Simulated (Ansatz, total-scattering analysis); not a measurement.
**Isotope substitution on Ti in TiO2**

Two samples of TiO2 (Ti 33.3, O 66.7 atom %; 2300 K, fixed volume (mean pressure -1.8 GPa); ρ₀ = 0.0724 Å⁻³) differ only in the isotope of Ti: 46Ti (b = 4.72 fm) and 48Ti (b = -5.86 fm). Other lengths: O 5.8037 fm. The data are simulated by ab initio molecular dynamics with Ansatz (LDA, plane waves, PAW default files, Langevin thermostat, no spin, fixed volume), at a lowered cutoff of 330 eV. The average runs over 0.75 ps of 72 atoms, so shells between rare elements are rough. Mean temperature 2373 K, largest m.s.d. 0.86 Å², energy drift -15 meV an atom (last third less first), Langevin friction 10 ps⁻¹; the first quarter of the run is discarded. Start: last frame of a classical run of this cell at the same density and temperature. So short a stretch relaxes bonds and nearest shells but still remembers its start. It is a melt by its history, in a run too short to show flow. The potential energy falls by 15 meV an atom from the first to the last third of the average, so the sample is relaxing or ordering and this is no equilibrium average. The partials come from the cell's reciprocal vectors below 4 Å⁻¹ and from g(r) above; absorption, incoherent and inelastic scattering are left out. F(Q) = Σ ci cj bi bj (Sij − 1), in barn per steradian and atom:

```csv
Q (Å⁻¹),46Ti,48Ti,difference
0.9,-0.225,-0.331,0.106
1.2,-0.215,-0.324,0.109
1.5,-0.171,-0.313,0.142
1.8,-0.083,-0.224,0.142
2.1,-0.124,-0.036,-0.088
2.4,-0.080,0.407,-0.488
2.7,0.009,0.445,-0.436
3.0,-0.025,0.071,-0.097
3.3,-0.008,-0.088,0.079
3.6,-0.006,-0.111,0.105
3.9,0.025,-0.107,0.132
4.2,0.053,-0.085,0.138
4.5,0.067,-0.073,0.140
4.8,0.047,-0.025,0.072
5.1,0.011,0.032,-0.020
5.4,-0.022,0.060,-0.081
5.7,-0.044,0.056,-0.100
6.0,-0.050,0.039,-0.088
6.3,-0.039,0.021,-0.060
6.6,-0.017,0.006,-0.023
6.9,0.006,-0.010,0.016
7.2,0.026,-0.022,0.048
7.5,0.035,-0.026,0.061
7.8,0.028,-0.025,0.053
8.1,0.013,-0.021,0.034
8.4,0.001,-0.009,0.010
8.7,-0.007,0.007,-0.014
9.0,-0.014,0.017,-0.031
9.3,-0.018,0.020,-0.037
9.6,-0.015,0.018,-0.033
9.9,-0.008,0.013,-0.021
10.2,-0.001,0.003,-0.004
10.5,0.004,-0.007,0.010
10.8,0.008,-0.011,0.019
```

The first difference in real space, ΔG(r), in barn (from the pair functions, so without the broadening of a finite Q range):

```csv
r (Å),first difference G(r)
1.14,-0.260
1.22,-0.260
1.30,-0.260
1.38,-0.260
1.46,-0.258
1.54,-0.223
1.62,0.049
1.70,0.698
1.78,1.266
1.86,1.177
1.94,0.726
2.02,0.433
2.10,0.162
2.18,0.037
2.26,-0.067
2.34,-0.118
2.42,-0.158
2.50,-0.180
2.58,-0.192
2.66,-0.189
2.74,-0.175
2.82,-0.182
2.90,-0.179
2.98,-0.179
3.06,-0.153
3.14,-0.151
3.22,-0.137
3.30,-0.111
3.38,-0.101
3.46,-0.085
3.54,-0.052
3.62,-0.039
3.70,0.005
3.78,0.010
3.86,0.052
3.94,0.063
4.02,0.083
4.10,0.115
4.18,0.116
4.26,0.130
4.34,0.118
```

**Question.** Which pairs survive in the difference, and what is the first shell of Ti?

Pairs without Ti cancel. ΔG(r) = Σ W [g(r) − 1] with W = 2 c(Ti) c(j) b(j) Δb, and c(Ti)² (b₁² − b₂²) for Ti–Ti: Ti–Ti -0.0134, Ti–O 0.2729 barn. At small r, ΔG → −ΣW = -0.259; in this finite cell the Ti–Ti term carries (N − 1)/N with N = 24 atoms of Ti, which gives -0.260.

The first feature, at 1.80 Å, is Ti–O. n = 4πρ₀ c(O)/W ∫ r² [ΔG − ΔG(0)] dr up to 2.62 Å gives 4.7 O around each Ti; the coordinates give 4.75 up to 2.62 Å.

Shells of Ti from the coordinates: Ti–O at 1.80 Å, 4.7 neighbours to 2.62 Å; Ti–Ti at 3.50 Å, 6.8 neighbours to 4.10 Å, a soft count (first peaks with a usable minimum only).

[Logs are printed without paths, hosts, clocks, repeated set-up lines and the standing remarks that a program may print on its own settings, such as how far it seeks lower states.]
